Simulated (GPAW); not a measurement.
# Cr2CO2 MXene monolayer: work function by functional and basis, part 2 of 2

Wanted: work functions and dipole of Cr2CO2 MXene monolayer, with the cost of each level.

GPAW 26.7.0; GPAW, PAW setups; layer in a repeated cell with vacuum, relaxation of atoms and in-plane cell (the session's first sound run).

So far, upper work function (eV): step 3 (the slab's potential, PBE, GPAW) 6.43; step 4 (self-consistent run: xc = "revPBE") 6.31; step 5 (self-consistent run: xc = "RPBE") 6.31; step 6 (OptPBE vdW: xc = "optPBE-vdW", GPAW, PAW setups, GPAW) 6.72; step 7 (self-consistent run: xc = "vdW-DF2", GPAW, PAW setups, GPAW) 7.00.

### Step 8. Self-consistent run: xc = "LDA"

Level of this step: GPAW, PAW setups; slab in vacuum (GPAW).

The same geometry under LDA, to see how far the functional moves the levels against the vacuum.

Input file run.py:

```python
import json
import numpy as np
from ase import Atoms
from gpaw import GPAW, PW

slab = Atoms(
    ['O', 'Cr', 'C', 'Cr', 'O'],
    positions=[
        [-0.00000, 1.66600, 7.00000],
        [1.44280, 0.83301, 7.94698],
        [0.00000, -0.00000, 9.23723],
        [-0.00000, 1.66600, 10.52748],
        [1.44280, 0.83301, 11.47447]],
    cell=[[2.88561, -0.0, 0.0], [-1.4428, 2.49901, 0.0], [0.0, 0.0, 18.4745]],
    pbc=[True, True, False],
    magmoms=[0.0, 2.0, 0.0, 2.0, 0.0])

slab.calc = GPAW(mode=PW(500), xc='LDA', kpts={'size': (12, 12, 1), 'gamma': True},
                 occupations={'name': 'fermi-dirac', 'width': 0.05}, nbands='160%',
                 convergence={'density': 1e-05}, maxiter=200,
                 poissonsolver={'dipolelayer': 'xy'},
                 symmetry={'tolerance': 1e-3}, txt='slab.txt')
result = {}
energy = slab.get_potential_energy()
fermi = slab.calc.get_fermi_level()
v = slab.calc.get_electrostatic_potential().mean((0, 1)) - fermi
n = slab.calc.get_pseudo_density().mean((0, 1))
L = slab.cell[2, 2]
z = np.arange(len(v)) * L / len(v)
low, high = slab.positions[:, 2].min(), slab.positions[:, 2].max()
below, above = np.interp([low - 4.8, high + 4.8], z, v)
slopes = [np.interp(x, z, np.gradient(v, z)) for x in (low - 4.8, high + 4.8)]
eps = np.array([[slab.calc.get_eigenvalues(k, s) for k in range(len(slab.calc.get_ibz_k_points()))]
                for s in range(slab.calc.get_number_of_spins())]) - fermi
top, bottom = eps[eps < 0].max(), eps[eps > 0].min()
dipole = slab.get_dipole_moment()[2]
print(f'energy {energy:.4f} eV, Fermi level {fermi:.4f} eV, dipole {dipole:.5f} e A')
print(f'potential 4.8 A off the faces, from the Fermi level: lower {below:.4f} eV, upper {above:.4f} eV')
print(f'slope of the potential there: lower {slopes[0]:.5f}, upper {slopes[1]:.5f} eV/A')
print(f'nearest levels on the mesh: {top:.4f} and {bottom:.4f} eV')
print('magnetic moment', round(slab.get_magnetic_moment(), 3))
result.update(energy=energy, fermi=fermi, dipole=dipole, below=below, above=above, slopes=slopes, edges=[top, bottom],
              z=z.tolist(), v=v.tolist(), n=n.tolist(), positions=slab.positions.tolist(),
              forces=slab.get_forces(apply_constraint=False).tolist(), moments=slab.get_magnetic_moments().tolist())
json.dump(result, open('result.json', 'w'))
```

Command:

```bash
$ OMP_NUM_THREADS=1 OPENBLAS_NUM_THREADS=1 python run.py
```

What it wrote:

```text
energy -46.2578 eV, Fermi level -1.4692 eV, dipole -0.00019 e A
potential 4.8 A off the faces, from the Fermi level: lower 6.7235 eV, upper 6.7347 eV
slope of the potential there: lower -0.00023, upper 0.00023 eV/A
nearest levels on the mesh: -0.0057 and 0.0136 eV
magnetic moment 3.716
```

Wall time 48 s (1 thread of Intel Xeon 6975P-C (Granite Rapids), shared host); peak memory 0.22 GiB.

This step gave:

| Property | Result |
| --- | --- |
| levels nearest the Fermi level on the mesh | -0.005704, 0.01360 eV from the Fermi level |
| upper work function | 6.735 eV |
| lower work function | 6.723 eV |
| site moments | -0.01197, 1.864, -0.1016, 1.864, -0.01197 μB |
| sum of the site moments | 3.603 μB |

The electrostatic potential energy of an electron (without an applied field's), less the Fermi level, planar mean oscillates, so the rows of the table below give means over windows of 1.44 Å about each position, cut where the curve ends. Its maxima inside the range that stand out by 2 % of the span (Å: eV): 7.3: -10.6, 8.8: -5.68, 9.7: -5.68, 11.2: -10.6. Its minima: 7.0: -12.8, 8.0: -18.3, 9.2: -12.6, 10.5: -18.3, 11.5: -12.8.

The electrostatic potential energy of an electron (without an applied field's), less the Fermi level, planar mean by z; means over each step:

z (Å), electrostatic potential energy of an electron (without an applied field's), less the Fermi level, planar mean (eV) and a bar from the least value:
```
     0.72        6.7 ##############################
     2.16        6.7 ##############################
     3.60        6.7 ##############################
     5.04        6.7 ##############################
     6.48       -0.9 ###################
     7.92      -13.1 #
     9.36       -8.3 ########
    10.80      -13.9 
    12.24        2.4 ########################
    13.68        6.7 ##############################
    15.12        6.7 ##############################
    16.56        6.7 ##############################
    18.00        6.7 ##############################
```

The upper face's work function is 6.735 eV, against 6.429 eV in the first plane-wave PBE run at this geometry.

### Step 9. Real-space grid: mode = "fd"

A real-space grid is a second complete basis, so it checks the plane-wave result.

run.py: that of step 8 with these lines changed.

```diff
@@ -3,3 +3,3 @@
 from ase import Atoms
-from gpaw import GPAW, PW
+from gpaw import GPAW
 
@@ -17,3 +17,3 @@
 
-slab.calc = GPAW(mode=PW(500), xc='LDA', kpts={'size': (12, 12, 1), 'gamma': True},
+slab.calc = GPAW(mode='fd', h=0.18, xc='PBE', kpts={'size': (12, 12, 1), 'gamma': True},
                  occupations={'name': 'fermi-dirac', 'width': 0.05}, nbands='160%',
```

What it wrote:

```text
energy -43.4663 eV, Fermi level -6.4492 eV, dipole -0.00040 e A
potential 4.8 A off the faces, from the Fermi level: lower 6.4436 eV, upper 6.4548 eV
slope of the potential there: lower -0.00001, upper 0.00001 eV/A
nearest levels on the mesh: -0.0213 and 0.0017 eV
magnetic moment 3.994
```

Run time: 3.6 min. Hardware: 1 thread; peak memory 0.46 GiB.

Numbers from this step:

```
dipole along the normal                    : -3.99e-4 e·Å
levels nearest the Fermi level on the mesh : -0.02125, 0.001702 eV from the Fermi level
upper work function                        : 6.455 eV
lower work function                        : 6.444 eV
site moments                               : -0.01852, 2.045, -0.1306, 2.045, -0.01852 μB
sum of the site moments                    : 3.923 μB
```

The electrostatic potential energy of an electron (without an applied field's), less the Fermi level, planar mean oscillates, so the rows of the table below give means over windows of 1.33 Å about each position, cut where the curve ends. Its maxima inside the range that stand out by 2 % of the span (Å: eV): 7.4: -10.7, 8.7: -5.88, 9.8: -5.88, 11.1: -10.7. Its minima: 7.1: -12.9, 7.9: -18.6, 9.2: -12.8, 10.6: -18.6, 11.4: -12.9.

The electrostatic potential energy of an electron (without an applied field's), less the Fermi level, planar mean by z; means over each step:

| z (Å) | electrostatic potential energy of an electron (without an applied field's), less the Fermi level, planar mean (eV) |
| --- | --- |
| 0.67 | 6.44 |
| 2.00 | 6.44 |
| 3.33 | 6.44 |
| 4.66 | 6.43 |
| 5.99 | 4.82 |
| 7.32 | -12.2 |
| 8.64 | -10.7 |
| 9.98 | -11.3 |
| 11.30 | -10.2 |
| 12.64 | 5.52 |
| 13.96 | 6.45 |
| 15.30 | 6.45 |
| 16.62 | 6.45 |
| 17.95 | 6.45 |

The upper face's work function is 6.455 eV, against 6.429 eV in the first plane-wave PBE run at this geometry.

### Step 10. Atomic orbitals: mode = "lcao"

Atom-centred orbitals end a few angstrom from the surface, which tests how much the density's tail matters.

run.py: that of step 9 with these lines changed.

```diff
@@ -17,4 +17,4 @@
 
-slab.calc = GPAW(mode='fd', h=0.18, xc='PBE', kpts={'size': (12, 12, 1), 'gamma': True},
-                 occupations={'name': 'fermi-dirac', 'width': 0.05}, nbands='160%',
+slab.calc = GPAW(mode='lcao', basis='dzp', h=0.18, xc='PBE', kpts={'size': (12, 12, 1), 'gamma': True},
+                 occupations={'name': 'fermi-dirac', 'width': 0.05}, nbands='120%',
                  convergence={'density': 1e-05}, maxiter=200,
```

What it wrote:

```text
energy -39.5869 eV, Fermi level -6.4728 eV, dipole -0.00040 e A
potential 4.8 A off the faces, from the Fermi level: lower 6.4671 eV, upper 6.4784 eV
slope of the potential there: lower 0.00000, upper 0.00000 eV/A
nearest levels on the mesh: -0.0285 and 0.0069 eV
magnetic moment 3.99
```

It took 2.4 min on 1 thread; peak memory 0.22 GiB.

This step gave:

```
dipole along the normal                    : -4.03e-4 e·Å
levels nearest the Fermi level on the mesh : -0.02845, 0.006858 eV from the Fermi level
upper work function                        : 6.478 eV
lower work function                        : 6.467 eV
site moments                               : -0.02363, 2.015, -0.1383, 2.015, -0.02363 μB
sum of the site moments                    : 3.845 μB
```

The electrostatic potential energy of an electron (without an applied field's), less the Fermi level, planar mean oscillates, so the rows of the table below give means over windows of 1.33 Å about each position, cut where the curve ends. Its maxima inside the range that stand out by 2 % of the span (Å: eV): 7.4: -10.7, 8.7: -5.95, 9.8: -5.95, 11.1: -10.7. Its minima: 7.0: -12.9, 7.9: -18.7, 9.2: -12.9, 10.6: -18.7, 11.5: -12.9.

The electrostatic potential energy of an electron (without an applied field's), less the Fermi level, planar mean by z; means over each step:

| z (Å) | electrostatic potential energy of an electron (without an applied field's), less the Fermi level, planar mean (eV) |
| --- | --- |
| 0.67 | 6.47 |
| 2.00 | 6.47 |
| 3.33 | 6.47 |
| 4.66 | 6.46 |
| 5.99 | 4.89 |
| 7.32 | -12.2 |
| 8.64 | -10.8 |
| 9.98 | -11.4 |
| 11.30 | -10.2 |
| 12.64 | 5.60 |
| 13.96 | 6.48 |
| 15.30 | 6.48 |
| 16.62 | 6.48 |
| 17.95 | 6.48 |

The upper face's work function is 6.478 eV, against 6.429 eV in the first plane-wave PBE run at this geometry.

### Step 11. All levels side by side

Times are for 1 thread of Intel Xeon 6975P-C (Granite Rapids), shared host. Results by setting:

| no. | run | upper work function (eV) | lower work function (eV) | time | memory (GiB) |
| --- | --- | --- | --- | --- | --- |
| 1 | pw | 6.429 | 6.418 | 40 s | 0.25 |
| 2 | revPBE | 6.310 | 6.299 | 40 s | 0.24 |
| 3 | RPBE | 6.309 | 6.298 | 40 s | 0.25 |
| 4 | optPBE vdW | 6.721 | 6.710 | 49 s | 0.39 |
| 5 | vdW DF2 | 6.999 | 6.988 | 52 s | 0.37 |
| 6 | LDA | 6.735 | 6.723 | 48 s | 0.22 |
| 7 | fd | 6.455 | 6.444 | 3.6 min | 0.46 |
| 8 | lcao | 6.478 | 6.467 | 2.4 min | 0.22 |

### Step 12. Side by side

Results and costs are gathered.

This step: comparison of work functions, dipole and cost (GPAW 26.7.0).

Ladder, by row:

| step | code | work function, upper (eV) | work function, lower (eV) | dipole (e Å) | wall time (s) | peak memory (GiB) | threads |
| --- | --- | --- | --- | --- | --- | --- | --- |
| pw | GPAW | 6.429 | 6.418 | -1.91e-4 | 40.21 | 0.25 | 1 |
| revPBE | GPAW | 6.31 | 6.299 | -1.91e-4 | 39.51 | 0.24 | 1 |
| RPBE | GPAW | 6.309 | 6.298 | -1.91e-4 | 39.85 | 0.25 | 1 |
| optPBE-vdW | GPAW | 6.721 | 6.71 | -1.90e-4 | 49.25 | 0.39 | 1 |
| vdW-DF2 | GPAW | 6.999 | 6.988 | -1.88e-4 | 52.28 | 0.37 | 1 |
| LDA | GPAW | 6.735 | 6.723 | -1.88e-4 | 47.61 | 0.22 | 1 |
| fd | GPAW | 6.455 | 6.444 | -3.99e-4 | 215.9 | 0.46 | 1 |
| lcao | GPAW | 6.478 | 6.467 | -4.03e-4 | 145.9 | 0.22 | 1 |

### Step 13. Summary of results

```json
{
  "work function, upper and lower face": "6.429 and 6.418 eV",
  "dipole along the normal": "-1.9e-4 e Å, near the numerical noise"
}
```

With plane waves and PBE the work function is 6.43 eV on the upper face and 6.42 eV on the lower. Over the sound runs of the table the upper face's work function spans 6.309 (RPBE) to 6.999 eV (vdW-DF2). One magnetic start was tried; another order may lie lower. The layer's cell and atoms come from the relaxation; spin-orbit coupling and temperature are left out.

[Logs are printed without paths, hosts, clocks, repeated set-up lines and the standing remarks that a program may print on its own settings, such as how far it seeks lower states.]

[Hosts, paths, dates, database ids (printed as entryN), source tags and the programs' standing remarks are cut or masked in the printed files.]
